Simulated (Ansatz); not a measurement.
G0W0 rungs for CaTiN2 (Pmmn).

```cif
data_structure
_symmetry_space_group_name_H-M 'P 1'
_symmetry_Int_Tables_number 1
_cell_length_a 3.6131
_cell_length_b 3.9365
_cell_length_c 7.5421
_cell_angle_alpha 90.000
_cell_angle_beta 90.000
_cell_angle_gamma 90.000
_cell_volume 107.27
loop_
_atom_site_label
_atom_site_type_symbol
_atom_site_fract_x
_atom_site_fract_y
_atom_site_fract_z
_atom_site_occupancy
Ca1 Ca 0.00000 0.50000 0.84964 1
Ca2 Ca 0.50000 0.00000 0.15036 1
Ti3 Ti 0.00000 0.50000 0.40755 1
Ti4 Ti 0.50000 0.00000 0.59245 1
N5 N 0.50000 0.50000 0.52833 1
N6 N 0.00000 0.00000 0.47167 1
N7 N 0.00000 0.50000 0.16420 1
N8 N 0.50000 0.00000 0.83580 1
```

Geometry: measured cell, ions relaxed with r2SCAN. The runs that relaxed it are not among those shown. PAW set soft_2, made with PBE.

Runs so far (Ansatz 0.2.0, start r2SCAN, default PAW files, 4×4×2 mesh). Times are wall times on 1 × NVIDIA H100 80GB HBM3 (shared by 3 runs) with 3 threads of AMD EPYC 7R13 (Zen 3), shared host, good to a factor of about two.

```
bands summed  cutoff (eV)  gap on the mesh (eV)   time
         145           60                 1.734  6.2 s
         352          120                 1.789   16 s
```

Q: What should the next rung give, with 720 bands and screening to 200 eV, and where is the limit?

The error falls about as one over the bands when the cutoff rises with them. A line through the two highest rungs given predicts 1.809 eV; the run gave 1.901 eV, a miss of 0.091 eV, so the law fails here: the steps don't follow it yet. The two highest rungs put the limit near 2.007 eV, the pair below near 1.829 eV; neither can be trusted until a further rung is run.

Gaps are over the mesh's points; an edge off the mesh would be missed. Limits: not at the basis limit; coarse k mesh.

[Paths, hosts, dates, memory and timing lines, banners, echoed tables and standing remarks are left out of the program output.]

[Logs are printed without paths, hosts, clocks, repeated set-up lines and the standing remarks that a program may print on its own settings, such as how far it seeks lower states.]

[Runs of the session that timed out or met a known fault of the program may be left out.]

[Cells called generated may have been cut or substituted from an entry of the Crystallography Open Database or the Materials Project.]

[Hosts, paths, dates, database ids (printed as entryN), source tags and the programs' standing remarks are cut or masked in the printed files.]
